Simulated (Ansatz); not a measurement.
# Work function of Sr(100): what the settings cost and change, part 2 of 2

Aim: the numerical settings behind the work function of Sr(100), with the cost of each.

Ansatz 0.2.0; plane-wave DFT, PBE, Ansatz PAW.

So far. Step 7 (Run): The work function is 2.564 eV, +0.014 eV from the run “cutoff 420 eV”, at 0.15 times its CPU time. Step 8 (Slab): The work function is 2.550 eV, -0.001 eV from the run “cutoff 420 eV”, at 0.50 times its CPU time.

**9. Slab**

Input file input.yaml:

```yaml
crystal:
  lattice:
    - [4.2992092296, 0.0, 0.0]
    - [0.0, 4.2992092296, 0.0]
    - [0.0, 0.0, 36.24]
  atoms:
    - { symbol: Sr, position: [0.0, 0.0, 0.2483443709] }
    - { symbol: Sr, position: [0.5, 0.5, 0.3322295806] }
    - { symbol: Sr, position: [0.0, 0.0, 0.4161147903] }
    - { symbol: Sr, position: [0.5, 0.5, 0.5] }
    - { symbol: Sr, position: [0.0, 0.0, 0.5838852097] }
    - { symbol: Sr, position: [0.5, 0.5, 0.6677704194] }
    - { symbol: Sr, position: [0.0, 0.0, 0.7516556291] }
kpoints:
  mp_grid: { grid: [15, 15, 1] }
hamiltonian:
  xc: pbe
scf:
  occupations: { method: fermi_dirac, width: 0.1 }
  convergence: { dr2_threshold: 1.0e-09 }
efield:
  axis: 3
  dipole_correction: true
  ramp_position: 0.97
  ramp_width: 0.06
output:
  write_potential: true
  write_density: true
  volumetric_format: npy
```

Command:

```bash
ansatz run input.yaml --threads 2 --pin off --max-ram 3072MiB --backend cpu --events-out ev --progress --plain --runs-dir out
```

Numbers of over 12 decimals in the logs are rounded to 6 here.

Log:

```text
[...]
Crystal: 7 atoms, lattice volume = 669.831 Å³
Basis set: ecut = 420 eV, 13033 PW (Γ)
Bands: 42, of which v1, the nominal top of the filled ones, is band 35 counted from 1 (34 counted from 0)
Symmetry: 8 space group operations
k-points: 36 of 225
[...]
k-point 0: bands = [... 31 lower, -0.5036, 0.0923, 0.6807, 1.1320, 2.3265, 2.3643, 2.3650, 2.4315, ... 10 higher]
  k-point 1: bands = [... 31 lower, -0.4622, 0.1321, 0.7202, 1.1730, 2.3321, 2.3798, 2.3828, 2.4366, ... 10 higher]
  k-point 2: bands = [... 31 lower, -0.3412, 0.2477, 0.8346, 1.2922, 2.3244, 2.4046, 2.4404, 2.4494, ... 10 higher]
  k-point 35: bands = [... 31 lower, 1.6017, 1.7862, 1.8579, 1.9706, 2.3011, 2.3138, 2.3249, 2.3485, ... 10 higher]
[key lines of the parts left out:]
SCF converged after 10 iterations
Free energy (F): -24808.894276 eV
Fermi energy:    1.899250 eV
Dipole field:    D = -0.000000 V/Å  (p = -0.000001 e·Å, saw-weighted, corrected)
Work function:   Φ+ = 2.5504 eV   Φ− = 2.5504 eV
```

Elapsed: 3.7 min, on 2 threads of Arm Neoverse N1, shared host; peak memory 1.5 GiB.

The work function is 2.550 eV, -0.000 eV from the run “cutoff 420 eV”, at 1.8 times its CPU time.

**10. Run**

Changes to input.yaml since step 9:

```diff
@@ -14,3 +14,3 @@
 kpoints:
-  mp_grid: { grid: [15, 15, 1] }
+  mp_grid: { grid: [10, 10, 1] }
 hamiltonian:
@@ -18,3 +18,3 @@
 scf:
-  occupations: { method: fermi_dirac, width: 0.1 }
+  occupations: { method: gaussian, width: 0.05 }
   convergence: { dr2_threshold: 1.0e-09 }
```

Log:

```text
[...]
Crystal: 7 atoms, lattice volume = 669.831 Å³
Basis set: ecut = 420 eV, 13033 PW (Γ)
Bands: 42, of which v1, the nominal top of the filled ones, is band 35 counted from 1 (34 counted from 0)
Symmetry: 8 space group operations
k-points: 21 of 100
[...]
k-point 0: bands = [... 31 lower, -0.5025, 0.0915, 0.6821, 1.1340, 2.3286, 2.3624, 2.3631, 2.4334, ... 3 higher]
  k-point 1: bands = [... 31 lower, -0.4102, 0.1802, 0.7700, 1.2254, 2.3346, 2.3941, 2.4052, 2.4427, ... 3 higher]
  k-point 2: bands = [... 31 lower, -0.1482, 0.4271, 1.0117, 1.4798, 2.2548, 2.3452, 2.4947, 2.5245, ... 3 higher]
  k-point 20: bands = [... 31 lower, 1.5952, 1.8130, 1.8546, 1.9824, 2.3020, 2.3020, 2.3400, 2.3400, ... 3 higher]
[key lines of the parts left out:]
SCF converged after 12 iterations
Free energy (F): -24808.741276 eV
Fermi energy:    1.941750 eV
Dipole field:    D = -0.000000 V/Å  (p = -0.000001 e·Å, saw-weighted, corrected)
Work function:   Φ+ = 2.5072 eV   Φ− = 2.5072 eV
```

It took 96 s on 2 threads; peak memory 1 GiB.

The work function is 2.507 eV, -0.043 eV from the run “cutoff 420 eV”, at 0.80 times its CPU time.

**11. Run**

Changes to input.yaml since step 10:

```diff
@@ -18,3 +18,3 @@
 scf:
-  occupations: { method: gaussian, width: 0.05 }
+  occupations: { method: methfessel_paxton, width: 0.2 }
   convergence: { dr2_threshold: 1.0e-09 }
```

Log:

```text
[...]
Crystal: 7 atoms, lattice volume = 669.831 Å³
Basis set: ecut = 420 eV, 13033 PW (Γ)
Bands: 42, of which v1, the nominal top of the filled ones, is band 35 counted from 1 (34 counted from 0)
Symmetry: 8 space group operations
k-points: 21 of 100
[...]
k-point 0: bands = [... 31 lower, -0.5009, 0.0944, 0.6845, 1.1351, 2.3297, 2.3649, 2.3656, 2.4358, ... 10 higher]
  k-point 1: bands = [... 31 lower, -0.4086, 0.1831, 0.7725, 1.2265, 2.3358, 2.3966, 2.4075, 2.4451, ... 10 higher]
  k-point 2: bands = [... 31 lower, -0.1466, 0.4298, 1.0142, 1.4810, 2.2560, 2.3474, 2.4972, 2.5281, ... 10 higher]
  k-point 20: bands = [... 31 lower, 1.5984, 1.8175, 1.8587, 1.9832, 2.3033, 2.3033, 2.3418, 2.3418, ... 10 higher]
[key lines of the parts left out:]
SCF converged after 10 iterations
Free energy (F): -24808.743846 eV
Fermi energy:    1.929568 eV
Dipole field:    D = 0.000000 V/Å  (p = 0.000001 e·Å, saw-weighted, corrected)
Work function:   Φ+ = 2.5142 eV   Φ− = 2.5142 eV
```

Run time: 1.9 min. Hardware: 2 threads; peak memory 1.1 GiB; 3.4 min of CPU time.

The work function is 2.514 eV, -0.036 eV from the run “cutoff 420 eV”, at 1.0 times its CPU time.

**12. Slab**

Changes to input.yaml since step 11:

```diff
@@ -18,3 +18,3 @@
 scf:
-  occupations: { method: methfessel_paxton, width: 0.2 }
+  occupations: { method: fermi_dirac, width: 0.3 }
   convergence: { dr2_threshold: 1.0e-09 }
```

Log:

```text
band count auto-derived: 53 (N_el = 70.0; filled up to band 35; 42 by the electrons, moments and atoms)
[...]
Crystal: 7 atoms, lattice volume = 669.831 Å³
Basis set: ecut = 420 eV, 13033 PW (Γ)
Bands: 53, of which v1, the nominal top of the filled ones, is band 35 counted from 1 (34 counted from 0)
Symmetry: 8 space group operations
k-points: 21 of 100
[...]
k-point 0: bands = [... 31 lower, -0.5576, 0.0368, 0.6213, 1.0672, 2.2628, 2.3497, 2.3505, 2.3749, ... 32 higher]
  k-point 1: bands = [... 31 lower, -0.4654, 0.1256, 0.7098, 1.1591, 2.2705, 2.3682, 2.3880, 2.3940, ... 32 higher]
  k-point 2: bands = [... 31 lower, -0.2037, 0.3727, 0.9534, 1.4155, 2.1903, 2.2842, 2.4683, 2.4706, ... 32 higher]
  k-point 20: bands = [... 31 lower, 1.5198, 1.7749, 1.7854, 1.9281, 2.2368, 2.2368, 2.2770, 2.2770, ... 32 higher]
[key lines of the parts left out:]
SCF converged after 10 iterations
Free energy (F): -24810.146805 eV
Fermi energy:    1.717003 eV
Dipole field:    D = -0.000000 V/Å  (p = -0.000001 e·Å, saw-weighted, corrected)
Work function:   Φ+ = 2.8523 eV   Φ− = 2.8524 eV
```

Wall time 2.7 min (2 threads); peak memory 1.5 GiB; 5.1 min of CPU time.

The work function is 2.852 eV, +0.302 eV from the run “cutoff 420 eV”, at 1.5 times its CPU time.

**13. Slab**

Changes to input.yaml since step 12:

```diff
@@ -18,3 +18,3 @@
 scf:
-  occupations: { method: fermi_dirac, width: 0.3 }
+  occupations: { method: cold, width: 0.1 }
   convergence: { dr2_threshold: 1.0e-09 }
```

Log:

```text
[...]
Crystal: 7 atoms, lattice volume = 669.831 Å³
Basis set: ecut = 420 eV, 13033 PW (Γ)
Bands: 42, of which v1, the nominal top of the filled ones, is band 35 counted from 1 (34 counted from 0)
Symmetry: 8 space group operations
k-points: 21 of 100
[...]
k-point 0: bands = [... 31 lower, -0.5030, 0.0930, 0.6835, 1.1343, 2.3294, 2.3631, 2.3638, 2.4360, ... 3 higher]
  k-point 1: bands = [... 31 lower, -0.4107, 0.1817, 0.7714, 1.2257, 2.3353, 2.3950, 2.4059, 2.4452, ... 3 higher]
  k-point 2: bands = [... 31 lower, -0.1486, 0.4285, 1.0130, 1.4802, 2.2555, 2.3476, 2.4957, 2.5264, ... 3 higher]
  k-point 20: bands = [... 31 lower, 1.5998, 1.8138, 1.8575, 1.9812, 2.3027, 2.3027, 2.3424, 2.3424, ... 3 higher]
[key lines of the parts left out:]
SCF converged after 11 iterations
Free energy (F): -24808.741833 eV
Fermi energy:    1.940002 eV
Dipole field:    D = 0.000000 V/Å  (p = 0.000001 e·Å, saw-weighted, corrected)
Work function:   Φ+ = 2.5073 eV   Φ− = 2.5073 eV
```

Elapsed: 86 s, on 2 threads; peak memory 1 GiB; 2.7 min of CPU time.

The work function is 2.507 eV, -0.043 eV from the run “cutoff 420 eV”, at 0.79 times its CPU time.

**14. The series together**

Times are for 2 threads of Arm Neoverse N1, shared host. Results by setting:

```csv
no.,setting,"work function, upper face (eV)",time,memory (GiB)
1,cutoff 200 eV,2.555,31 s,0.51
2,cutoff 300 eV,2.551,64 s,0.76
3,cutoff 420 eV,2.551,1.7 min,1.1
4,cutoff 600 eV,2.551,3.5 min,1.7
5,mesh 2x2,2.269,17 s,0.69
6,mesh 3x3,2.564,28 s,0.66
7,mesh 7x7,2.550,71 s,0.86
8,mesh 15x15,2.550,3.7 min,1.5
9,Gaussian smearing 0.05 eV,2.507,96 s,1
10,methfessel_paxton smearing 0.2 eV,2.514,1.9 min,1.1
11,fermi_dirac smearing 0.3 eV,2.852,2.7 min,1.5
12,cold smearing 0.1 eV,2.507,86 s,1
```

**15. A changed input**

An input spoilt on purpose, to show how the run answers: it repeats the earlier run “cutoff 200 eV” with efield.ramp_position from 0.97 to 0.475, and scf.max_iter set to 100; its output block differs too.

Changes to input.yaml since step 13:

```diff
@@ -18,4 +18,5 @@
 scf:
-  occupations: { method: cold, width: 0.1 }
+  occupations: { method: fermi_dirac, width: 0.1 }
   convergence: { dr2_threshold: 1.0e-09 }
+  max_iter: 100
 efield:
@@ -23,4 +24,6 @@
   dipole_correction: true
-  ramp_position: 0.97
+  ramp_position: 0.475
   ramp_width: 0.06
+basis:
+  ecutwfc: "200 eV"
 output:
```

Log:

```text
Warning: basis.ecutwfc = 200 eV is below the records' recommended 420 eV, and the density's cutoff is lower with it unless basis.ecutrho_ratio is high enough to keep the records' density cutoff: compare with a run at a higher cutoff
Engine: ansatz 0.2.0, aarch64-unknown-linux-gnu
Pseudopotentials: kind: paw
Pseudopotential: Sr, paw, valence charge 10, recommended cutoff 420 eV (normal), Sr.paw.azcp
Functional definition: PBE
  parameter kappa = 0.804
  parameter beta = 0.066725
  exchange = pbe_x(kappa = kappa, mu = beta*pi^2/3)
  correlation = pbe_c(beta = beta)
Crystal: 7 atoms, lattice volume = 669.831 Å³
Basis set: ecut = 200 eV, 4199 PW (Γ)
Bands: 42, of which v1, the nominal top of the filled ones, is band 35 counted from 1 (34 counted from 0)
Symmetry: 8 space group operations
k-points: 21 of 100
Non-local potential: Sr, projectors of the file, l = 0: 3, l = 1: 2, l = 2: 2
PAW form: soft (Blöchl's): semilocal exchange-correlation on the pseudo side does not see the compensation charge
PAW one-centre angular grid: Sr, 110 points (default); XC on 64 Gauss nodes
Initial density: superposition of atomic densities (neutral atoms: chi_scale 0, normalization atom), corrected by the library's trained network
Initial wavefunctions: pseudopotential atomic-orbital guess
Functional: x = pbe(κ = 0.804, μ = 0.219515), c = pbe(β = 0.066725)
Error: efield: ion 3 (Sr) at fractional coordinate 0.5000 along the field axis lies inside the sawtooth ramp with 2 of the planes that the density is read on at each end, [0.4639, 0.5461] — the ramp must sit in vacuum (an ion there feels the fictitious reversed slope); set or move the ramp (efield.ramp_position / ramp_width) or move the geometry
```

Wall time 0.37 s (2 threads); peak memory 0.26 GiB; 0.38 s of CPU time.

The program refused the input before any cycle.

The program's message: “Error: efield: ion 3 (Sr) at fractional coordinate 0.5000 along the field axis lies inside the sawtooth ramp with 2 of the planes that the density is read on at each end, [0.4639, 0.5461] — the ramp m …”

The fault put into the input: the ramp among the atoms.

**16. Summary of results**

| Property | Result |
| --- | --- |
| work function, cutoff 420 eV | 2.551 eV |
| work function, cutoff 600 eV | 2.551 eV |
| work function, mesh 2x2 | 2.269 eV |
| work function, fermi_dirac smearing 0.3 eV | 2.852 eV |

**Reading.** The run at the highest cutoff gives 2.55 eV, and the settings tried spread the value from 2.27 to 2.85 eV. Against 600 eV, a cutoff of 200 eV is off by +0.004 eV. Against 600 eV, a cutoff of 420 eV is off by -0.000 eV. Against the finest mesh, 15 points along a, the coarser ones are off by -0.28 (2), +0.01 (3) and -0.00 (7) eV. The smearing schemes and widths spread it over 0.35 eV. The ladder's slabs use the tabulated experimental lattice constant (two decimals; a low-temperature value for the alkali metals).

[Logs are printed without paths, hosts, clocks, repeated set-up lines and the standing remarks that a program may print on its own settings, such as how far it seeks lower states.]

[Hosts, paths, dates, database ids (printed as entryN), source tags and the programs' standing remarks are cut or masked in the printed files.]

[Maps of the electrostatic potential energy from Ansatz leave out the sawtooth potential of an applied field or a dipole correction, so their vacuum need not be flat; planar profiles and work functions include it.]
